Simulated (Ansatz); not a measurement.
# Phonons of GaP (F-43m) against volume, part 3 of 3

Wanted: Grüneisen parameters and pressure coefficients of the modes of GaP (F-43m).

Ansatz 0.2.0; DFT PBE, scalar-relativistic, plane waves, PAW; PAW set soft_1.

So far, gap on the k-mesh (eV): step 2 (relaxation) 1.58; step 3 (tight relaxation) 1.58; step 4 (zone-centre response at rest) 1.58; step 5 (ground state of a member: 1.06 times the volume at rest) 1.11; step 6 (zone-centre modes of the member: 1.06 times the volume at rest) 1.11.

## 7. Ground state of a member: 0.9 times the volume at rest

The cell is set to 0.9 times the volume at rest; symmetry leaves nothing else free, so this is a single point.

input.yaml

```yaml
crystal:
  lattice:
    - [0.0, 2.6582432382, 2.6582432382]
    - [2.6582432382, 0.0, 2.6582432382]
    - [2.6582432382, 2.6582432382, 0.0]
  atoms:
    - { symbol: P, position: [0.75, 0.75, 0.75] }
    - { symbol: Ga, position: [0.0, 0.0, 0.0] }
kpoints:
  mp_grid: { grid: [12, 12, 12] }
hamiltonian:
  xc: pbe
  pseudopotentials: { kind: paw, azcp: { folder: soft_1 } }
scf:
  occupations: { method: fixed }
output:
  forces: true
  stress: true
  eigenvalues: true
```

The run is started by

```
$ ansatz run input.yaml --threads 4 --pin off --max-ram 10240MiB --backend cpu --events-out ev --progress --plain --runs-dir out
```

Numbers of over 12 decimals in the logs are rounded to 6 here.

Log:

```text
[...]
Crystal: 2 atoms, lattice volume = 37.568 Å³
Basis set: ecut = 420 eV, 725 PW (Γ), exchange–correlation on 54×54×54 points (8 copies of the dense FFT grid, shifted against one another)
Bands: 13, of which v1, the nominal top of the filled ones, is band 9 counted from 1 (8 counted from 0)
Symmetry: 24 space group operations
[...]
k-points: 72 of 1728 (time reversal used)
[...]
--- Band table (eV; the first three rows and the last of 72) ---
  k-point 0: bands = [... 5 lower, -5.0274, 8.0528, 8.0528, 8.0528, 10.5094, 11.9088, 11.9088, 11.9088]
  k-point 1: bands = [... 5 lower, -4.9266, 7.1609, 7.9278, 7.9278, 10.8826, 12.0964, 12.0964, 12.2056]
  k-point 2: bands = [... 5 lower, -4.6324, 5.5939, 7.6367, 7.6367, 10.7840, 12.5078, 12.5078, 13.3804]
  k-point 71: bands = [... 5 lower, -1.5780, 1.1703, 4.1094, 4.2545, 12.7631, 13.2342, 14.1751, 14.3665]
[key lines of the parts left out:]
SCF converged after 7 iterations
Free energy (F): -4539.443500 eV
Fermi energy:    8.052772 eV
P = ⅓ Tr σ = 10.2517 GPa (102.517 kbar)
```

The job ended after 1.7 s (4 threads of Intel Xeon at 2.70GHz, shared host; peak memory 0.38 GiB; 5.3 s of CPU time).

Numbers from this step:

* pressure: 10.25 GPa
* gap on the k-mesh: 1.453 eV
* volume per atom: 18.78 Å³

The forces vanish by symmetry, at a pressure of 10.25 GPa.

For the gap on the k-mesh, step 5 gave 1.11 eV; this run, with volume ratio 0.9, gives 1.45 eV.

## 8. Zone-centre modes of the member: 0.9 times the volume at rest

The zone-centre modes follow for 0.9 times the volume at rest, with the response to a field.

Changes to input.yaml since step 7:

```diff
@@ -16,4 +16,6 @@
 output:
-  forces: true
-  stress: true
   eigenvalues: true
+phonons:
+  method: dfpt
+  dielectric: true
+  rigid_motions: translations
```

Log:

```text
[...]
Crystal: 2 atoms, lattice volume = 37.568 Å³
Basis set: ecut = 420 eV, 725 PW (Γ), exchange–correlation on 54×54×54 points (8 copies of the dense FFT grid, shifted against one another)
Bands: 13, of which v1, the nominal top of the filled ones, is band 9 counted from 1 (8 counted from 0)
Symmetry: 24 space group operations
k-points: 280 of 1728 (irreducible under 4 space group operations, time reversal used)
[...]
optical modes at Γ + LO–TO along q̂ = [1.0000, 0.0000, 0.0000]:
      ω (cm⁻¹)  modes    IR ((D/Å)²/amu)
[...]
optical modes at Γ + LO–TO along q̂ = [0.0000, 1.0000, 0.0000]:
      ω (cm⁻¹)  modes    IR ((D/Å)²/amu)
        391.40      2             8.8349
        422.40      1             4.4175
  optical modes at Γ + LO–TO along q̂ = [0.0000, 0.0000, 1.0000]:
      ω (cm⁻¹)  modes    IR ((D/Å)²/amu)
        391.40      2             8.8349
        422.40      1             4.4175
[key lines of the parts left out:]
SCF converged after 8 iterations
Free energy (F): -4539.443500 eV
Fermi energy:    8.052817 eV
```

It took 39 s on 4 threads; peak memory 0.83 GiB; 2.2 min of CPU time.

Numbers from this step:

```yaml
sum_rule_residual_before_enforcement: 2.32e-4 eV/Å²
miss_of_the_charge_sum_rule: 3.66e-4 e
estimated_error_of_the_dielectric_tensor: 0.02720
estimated_error_of_the_born_charges: 0.01378 e
highest_optical_mode_at_the_zone_centre_no_lo_to_term: 391.4 cm⁻¹
lowest_optical_zone_centre_mode: 391.4 cm⁻¹
mean_high_frequency_dielectric_constant: 9.941
largest_born_charge_third_of_the_trace: -2.026 e
mean_static_dielectric_constant: 11.58
top_of_the_zone_centre_spectrum_with_the_field: 422.4 cm⁻¹
```

Without the LO-TO term. Patterns of degenerate modes are one choice out of their space. The modes at Γ (shares of kinetic energy by element, %):

```tsv
mode	frequency (cm⁻¹)	symmetry	P %	Ga %
1	0.0	acoustic	31	69
2	0.0	acoustic	31	69
3	0.0	acoustic	31	69
4	391.4	T2	69	31
5	391.4	T2	69	31
6	391.4	T2	69	31
```

Transverse modes. Lines of the infrared spectrum (strongest = 100):

```tsv
position (cm⁻¹)	label	relative intensity
391	T2	100
```

The optical mode without the LO-TO term lies at 391.4 cm⁻¹.

## 9. The series together

The members are set side by side, also those not shown above.

Each row is one cell with its response, relaxed at fixed volume as far as symmetry leaves anything free; energies are extrapolated to zero smearing, and E0 is that at rest; shape and atoms are relaxed in each cell where symmetry leaves them free. State of the crystal along the series:

```tsv
volume ratio	V (Å³/atom)	pressure (GPa)	E - E0 (meV/atom)	gap on mesh (eV)	ε∞	ε0	largest Born charge in size, a third of the trace (e)	top mode with the field, highest of q along x, y and z (cm⁻¹)
0.9	18.78	10.25	60.72	1.453	9.941	11.58	2.026	422.4
0.92	19.2	7.729	37.36	1.497	10.04	11.79	2.062	413.1
0.94	19.62	5.469	20.22	1.539	10.16	12.02	2.096	404.1
0.96	20.04	3.444	8.659	1.577	10.29	12.27	2.13	395.5
0.98	20.45	1.631	2.091	1.612	10.44	12.55	2.163	387.2
0.99	20.66	0.7962	0.518	1.613	10.53	12.7	2.18	383.1
1	20.87	0.006546	0	1.578	10.62	12.85	2.196	379.1
1.02	21.29	-1.446	1.911	1.418	10.82	13.18	2.228	371.3
1.04	21.71	-2.746	7.404	1.262	11.04	13.55	2.26	363.7
1.06	22.12	-3.907	16.1	1.111	11.3	13.95	2.292	356.2
```

Without the LO-TO term; each mode is tracked from rest by its pattern, and modes that stay within 0.3 cm⁻¹ of each other stand once; shape and atoms are relaxed in each cell where symmetry leaves them free. Optical modes along the series:

```tsv
V (Å³/atom)	mode 4 T2 (cm⁻¹)
18.78	391.4
19.2	381.2
19.62	371.5
20.04	362.2
20.45	353.2
20.66	348.9
20.87	344.6
21.29	336.3
21.71	328.3
22.12	320.6
```

From cubic fits (parabolas where under five rows exist) of ln ω and P against ln V through the rows within about 4 % of rest: γ = −d ln ω / d ln V and dω/dP = γ ω / B. Slopes at rest:

```tsv
mode	fitted frequency at rest (cm⁻¹)	Grüneisen parameter γ	dω/dP (cm⁻¹/GPa)
mode 4 T2	344.6	1.23	5.5
longitudinal mode	379.1	1.05	5.17
```

## 10. What came out

* members: 10
* highest optical mode at the zone centre (no LO-TO term), at rest: 344.6 cm⁻¹
* bulk modulus at rest: 76.9 GPa
* mode 4 T2, γ: 1.23
* longitudinal mode, γ: 1.05

The series spans -3.9 to 10.3 GPa, and the slope at rest gives a bulk modulus of 77 GPa. The transverse optical mode has γ = 1.23 and moves by 5.5 cm⁻¹ for each GPa, the longitudinal one has γ = 1.05 and moves by 5.2. ε∞ is 10.62 at rest, with d ln ε∞ / d ln V = 0.88. One k mesh and one cutoff serve the ground states and modes of all volumes; the field response picks its own mesh. With the field response the log warns that the k mesh is coarse for the force constants too, so the frequencies are to be taken as unconverged. These are harmonic frequencies at zero temperature: anharmonic shifts, linewidths and thermal expansion are left out. Only the zone centre was solved, so an instability at another wavevector cannot show here.

[Logs are printed without paths, hosts, clocks, repeated set-up lines and the standing remarks that a program may print on its own settings, such as how far it seeks lower states.]

[Hosts, paths, dates, database ids (printed as entryN), source tags and the programs' standing remarks are cut or masked in the printed files.]
